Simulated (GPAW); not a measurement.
# How the form of the self-energy moves the gap of CaAlSiH (P3m1)

Wanted: the gap of CaAlSiH (P3m1) under several approximations, with cost.

Program: GPAW 26.7.0. Level of theory: LDA and many-body steps on it, plane waves. Results are calculated unless marked as measured.

Most raw output is cut from this account.

### 1. Set-up

Symmetry: P3m1, No. 156, trigonal system. Conventional cell: a = 4.143 Å, b = 4.143 Å, c = 4.698 Å, α = 90.00°, β = 90.00°, γ = 120.00°. Nearest to Ca lie 3 H at 2.42 Å and 3 Si at 3.14 Å. Al has 1 H at 1.75 Å and 3 Si at 2.45 Å nearest. Nearest to Si lie 3 Al at 2.45 Å and 3 Ca at 3.14 Å. Nearest to H lie 1 Al at 1.75 Å and 3 Ca at 2.42 Å. Farther neighbours are not listed.

Structure file:

```xyz
4
Lattice="4.1433 0.0000 0.0000 -2.0716 3.5882 0.0000 0.0000 0.0000 4.6982" Properties=species:S:1:pos:R:3 pbc="T T T"
Ca    0.0000    0.0000    4.6979
Al    2.0716    1.1961    2.1476
Si    0.0000    2.3921    2.6587
H     2.0716    1.1961    0.3936
```

The cell and positions are those that the Materials Project relaxed with its own functionals (PBE, PBE+U or r2SCAN), kept fixed.

### 2. Empty states on the mesh, 3×3×2 mesh, 245 bands

This step: GPAW 26.7.0; DFT, LDA, plane waves, PAW.

The sums over transitions need many empty states on a uniform mesh; this step solves for them.

Contents of run.py:

```python
import json
import numpy as np
from gpaw.mpi import world
from gpaw import GPAW

calc = GPAW('gs.gpw').fixed_density(kpts={'size': (3, 3, 2), 'gamma': True},
    parallel={'domain': 1, 'band': 1},
    txt='nscf.txt')
calc.diagonalize_full_hamiltonian(nbands=245)
calc.write('full.gpw', mode='all')
res = {}
kpts = calc.get_ibz_k_points()
res['kpts'] = kpts
res['eigenvalues'] = [calc.get_eigenvalues(kpt=k) for k in range(len(kpts))]
res['n_electrons'] = calc.get_number_of_electrons()

if world.rank == 0:
    with open('result.json', 'w') as f:
        json.dump(res, f, default=lambda x: x.tolist())
```

Run with:

```sh
$ mpirun -n 4 gpaw python run.py
```

It took 38 s on 4 MPI ranks of Arm Neoverse V1, shared host; peak memory 2 GiB; 2.5 min of CPU time.

Numbers from this step:

- gap: 0.5925 eV
- k of the valence top: 0, 0, 0.5
- k of the conduction bottom: 0.3333, 0, 0
- least direct gap: 1.307 eV
- k points computed: 6
- lowest point of the top converged band, above the valence top: 117.8330 eV

On this mesh the gap is 0.593 eV.

### 3. G0W0, Godby-Needs plasmon pole

G0W0 replaces the xc potential by the self-energy, built once from these orbitals. Only a window of levels is corrected, while the sums run over the empty bands that the input names.

This step: G0W0 on LDA, plane waves, PAW.

Contents of run.py:

```python
import json
import numpy as np
from gpaw.mpi import world
from gpaw.response.g0w0 import G0W0

gw = G0W0('full.gpw',
    filename='gw',
    kpts=[0, 1, 2],
    bands=(7, 11),
    ecut=78,
    nbands=109,
    integrate_gamma='WS',
    ppa=True)
gw.calculate()
res = {mode: {k: v for k, v in r.items() if k != 'sigma_eskwn'}
       for mode, r in gw.all_results.items()}

if world.rank == 0:
    with open('result.json', 'w') as f:
        json.dump(res, f, default=lambda x: x.tolist())
```

Run with:

```sh
$ mpirun -n 4 gpaw python run.py
```

It took 18 s on 4 MPI ranks; peak memory 1.3 GiB.

This step gave:

* G0W0 gap on the points computed: 1.245 eV
* least direct G0W0 gap on the computed points: 2.348 eV
* Z at the valence top: 0.7698
* Z at the conduction bottom: 0.7766
* starting gap on the mesh: 0.5925 eV
* k of the valence top: 0, 0, 0.5
* k of the conduction bottom: 0.3333, 0, 0

The gap on the mesh goes from 0.59 eV to 1.25 eV, a correction of +0.65 eV.

### 4. One-shot HSE06

This step: one-shot HSE06 levels on LDA orbitals, plane waves, PAW.

Contents of run.py:

```python
import json
import numpy as np
from gpaw.mpi import world
from gpaw.hybrids.eigenvalues import non_self_consistent_eigenvalues

dft, vxc, vxc_hyb = non_self_consistent_eigenvalues('full.gpw', 'HSE06', 7, 11, kpt_indices=[0, 1, 2])
res = {'dft': dft[0], 'hybrid': (dft - vxc + vxc_hyb)[0]}
if world.rank == 0:
    with open('hybrid.txt', 'w') as f:
        for k, e0, e1 in zip([0, 1, 2], res['dft'], res['hybrid']):
            print(k, ' '.join(f'{x:9.4f}' for x in e0), '|', ' '.join(f'{x:9.4f}' for x in e1), file=f)

if world.rank == 0:
    with open('result.json', 'w') as f:
        json.dump(res, f, default=lambda x: x.tolist())
```

Run with:

```sh
$ mpirun -n 4 gpaw python run.py
```

It took 3.9 s on 4 MPI ranks; peak memory 0.39 GiB; 15 s of CPU time.

This step gave:

| Property | Result |
| --- | --- |
| starting gap on the mesh | 0.5925 eV |
| hybrid gap on the mesh | 1.382 eV |
| least direct hybrid gap on the computed points | 2.295 eV |

### 5. G0W0, extrapolated in the cutoff

This step: G0W0 on LDA, plane waves, PAW.

Contents of run.py:

```python
import json
import numpy as np
from gpaw.mpi import world
from gpaw.response.g0w0 import G0W0

gw = G0W0('full.gpw',
    filename='gw',
    kpts=[0, 1, 2],
    bands=(7, 11),
    ecut=130.0,
    integrate_gamma='WS',
    ppa=True,
    ecut_extrapolation=True)
gw.calculate()
res = {mode: {k: v for k, v in r.items() if k != 'sigma_eskwn'}
       for mode, r in gw.all_results.items()}

if world.rank == 0:
    with open('result.json', 'w') as f:
        json.dump(res, f, default=lambda x: x.tolist())
```

Run with:

```sh
$ mpirun -n 4 gpaw python run.py
```

Wall time 95 s (4 MPI ranks); peak memory 1.5 GiB; 6.3 min of CPU time.

Numbers from this step:

| Quantity | Value |
| --- | --- |
| quasiparticle gap on the points computed | 1.386 eV |
| least direct quasiparticle gap on the computed points | 2.454 eV |
| Z at the valence top | 0.7663 |
| Z at the conduction bottom | 0.7747 |
| starting gap on the mesh | 0.5925 eV |
| k of the valence top | 0, 0, 0.5 |
| k of the conduction bottom | 0.3333, 0, 0 |
| gaps at the cutoffs of the extrapolation | 1.304, 1.311, 1.320 eV |

Against G0W0 in GPAW (3×3×2 mesh, 109 bands, screening to 78 eV, Godby-Needs plasmon pole), the gap moves by +0.141 eV.

### 6. One-shot Hartree-Fock

This step: one-shot Hartree-Fock levels on LDA orbitals, plane waves, PAW.

Contents of run.py:

```python
import json
import numpy as np
from gpaw.mpi import world
from gpaw.hybrids.eigenvalues import non_self_consistent_eigenvalues

dft, vxc, vxc_hyb = non_self_consistent_eigenvalues('full.gpw', 'EXX', 7, 11, kpt_indices=[0, 1, 2])
res = {'dft': dft[0], 'hybrid': (dft - vxc + vxc_hyb)[0]}
if world.rank == 0:
    with open('hybrid.txt', 'w') as f:
        for k, e0, e1 in zip([0, 1, 2], res['dft'], res['hybrid']):
            print(k, ' '.join(f'{x:9.4f}' for x in e0), '|', ' '.join(f'{x:9.4f}' for x in e1), file=f)

if world.rank == 0:
    with open('result.json', 'w') as f:
        json.dump(res, f, default=lambda x: x.tolist())
```

Run with:

```sh
$ mpirun -n 4 gpaw python run.py
```

Wall time 3.5 s (4 MPI ranks); peak memory 0.44 GiB.

Numbers from this step:

```yaml
starting_gap_on_the_mesh: 0.5925 eV
hybrid_gap_on_the_mesh: 6.006 eV
least_direct_hybrid_gap_on_the_computed_points: 7.315 eV
```

### 7. G0W0, full frequency, Hilbert transform

This step: G0W0 on LDA, plane waves, PAW.

Contents of run.py:

```python
import json
import numpy as np
from gpaw.mpi import world
from gpaw.response.g0w0 import G0W0

gw = G0W0('full.gpw',
    filename='gw',
    kpts=[0, 1, 2],
    bands=(7, 11),
    ecut=78,
    nbands=109,
    integrate_gamma='WS',
    frequencies={'type': 'nonlinear', 'domega0': 0.1, 'omega2': 15.0},
    eta=0.1,
    nblocksmax=True)
gw.calculate()
res = {mode: {k: v for k, v in r.items() if k != 'sigma_eskwn'}
       for mode, r in gw.all_results.items()}

if world.rank == 0:
    with open('result.json', 'w') as f:
        json.dump(res, f, default=lambda x: x.tolist())
```

Run with:

```sh
$ mpirun -n 4 gpaw python run.py
```

Wall time 30 s (4 MPI ranks); peak memory 1.4 GiB; 2 min of CPU time.

Numbers from this step:

- G0W0 gap on the points computed: 1.245 eV
- least direct G0W0 gap on the computed points: 2.306 eV
- starting gap on the mesh: 0.5925 eV
- k of the valence top: 0, 0, 0.5
- k of the conduction bottom: 0.3333, 0, 0

Against G0W0 in GPAW (3×3×2 mesh, 109 bands, screening to 78 eV, Godby-Needs plasmon pole), the gap moves by −0.0005 eV.

### 8. The runs together

Times are wall times on 4 MPI ranks of Arm Neoverse V1, shared host, good to a factor of about two.

```
                                    run   mesh  bands  screening cutoff (eV)  DFT gap (eV)  gap on the mesh (eV)  direct (eV)   time
         G0W0, Godby-Needs plasmon pole  3×3×2    109                     78         0.593                 1.245        2.348   18 s
                         one-shot HSE06  3×3×2      -                      -         0.593                 1.382        2.295  3.9 s
       G0W0, extrapolated in the cutoff  3×3×2      -                    130         0.593                 1.386        2.454   95 s
                  one-shot Hartree-Fock  3×3×2      -                      -         0.593                 6.006        7.315  3.5 s
G0W0, full frequency, Hilbert transform  3×3×2    109                     78         0.593                 1.245        2.306   30 s
```

### 9. Summary of results

| Item | Value |
| --- | --- |
| G0W0, Godby-Needs plasmon pole | 1.245 eV |
| one-shot HSE06 | 1.382 eV |
| G0W0, extrapolated in the cutoff | 1.386 eV |
| one-shot Hartree-Fock | 6.006 eV |
| G0W0, full frequency, Hilbert transform | 1.245 eV |
| known limits | not at the basis limit; coarse k mesh |

What this shows: One-shot HSE06: +0.137 eV against G0W0, Godby-Needs plasmon pole. G0W0, extrapolated in the cutoff: +0.141 eV against G0W0, Godby-Needs plasmon pole, at other bands or cutoff, so not like for like. One-shot Hartree-Fock: +4.761 eV against G0W0, Godby-Needs plasmon pole. G0W0, full frequency, Hilbert transform: no change against G0W0, Godby-Needs plasmon pole. Bare exchange alone opens the gap to 6.01 eV; against G0W0, correlation takes back 4.76 eV. One-shot hybrid levels are evaluated on the LDA orbitals. Bands and cutoff are finite, so the gap is not at the basis limit. The miss can reach some tenths of an eV and take either sign; the mesh is an error of its own. These stock PAW sets were not made for GW. In the G0W0 runs levels were corrected at 3 k points alone, so a gap called «on the mesh» is the least over those, and an edge elsewhere would be missed. A denser mesh or path gives a starting gap of 0.26 eV: the GW mesh misses a band edge, so its gaps are not the fundamental one. The 3×3×2 mesh is coarse for this cell, which bears on the long-range parts of exchange and screening.

[Paths, hosts, dates, memory and timing lines, banners, echoed tables and standing remarks are left out of the program output.]

[Logs are printed without paths, hosts, clocks, repeated set-up lines and the standing remarks that a program may print on its own settings, such as how far it seeks lower states.]

[Runs of the session that timed out or met a known fault of the program may be left out.]

[Hosts, paths, dates, database ids (printed as entryN), source tags and the programs' standing remarks are cut or masked in the printed files.]
